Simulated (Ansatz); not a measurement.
In doubt: masses and optical values from hybrid runs of this build are listed as unsure, which bears on the screening that GW takes from such a start.

Rows from a G0W0 calculation on SnWO4 (Pnna) (Ansatz 0.2.0; G0W0 on HSE06, plane waves, PAW; 2×2×4 mesh, 454 empty bands, screening to 72 eV), in eV. Spin-orbit coupling is left out.

```csv
row,Σx,Σc,Vxc,Z
A,-15.16,-3.91,-19.85,0.79
B,-15.16,-3.86,-19.81,0.79
C,-15.08,-3.87,-19.74,0.79
D,-19.89,1.76,-18.23,0.79
E,-20.01,1.82,-18.29,0.80
F,-15.19,-3.94,-19.91,0.79
```

**Question.** Which rows are filled states and which are empty ones, and how can one tell?

Filled: D and E. Empty: A, B, C and F. The sign of Σc tells: for a filled state bare exchange, which holds its interaction with itself, lies below Vxc (Σx − Vxc is -1.7 eV or lower here) and screening gives part back as a positive Σc. For an empty state Σx lies above Vxc (+4.7 eV or more) and the Coulomb hole leaves Σc negative.

[Paths, hosts, dates, memory and timing lines, banners, echoed tables and standing remarks are left out of the program output.]

[Logs are printed without paths, hosts, clocks, repeated set-up lines and the standing remarks that a program may print on its own settings, such as how far it seeks lower states.]

[Runs of the session that timed out or met a known fault of the program may be left out.]

[Cells called generated may have been cut or substituted from an entry of the Crystallography Open Database or the Materials Project.]

[Hosts, paths, dates, database ids (printed as entryN), source tags and the programs' standing remarks are cut or masked in the printed files.]
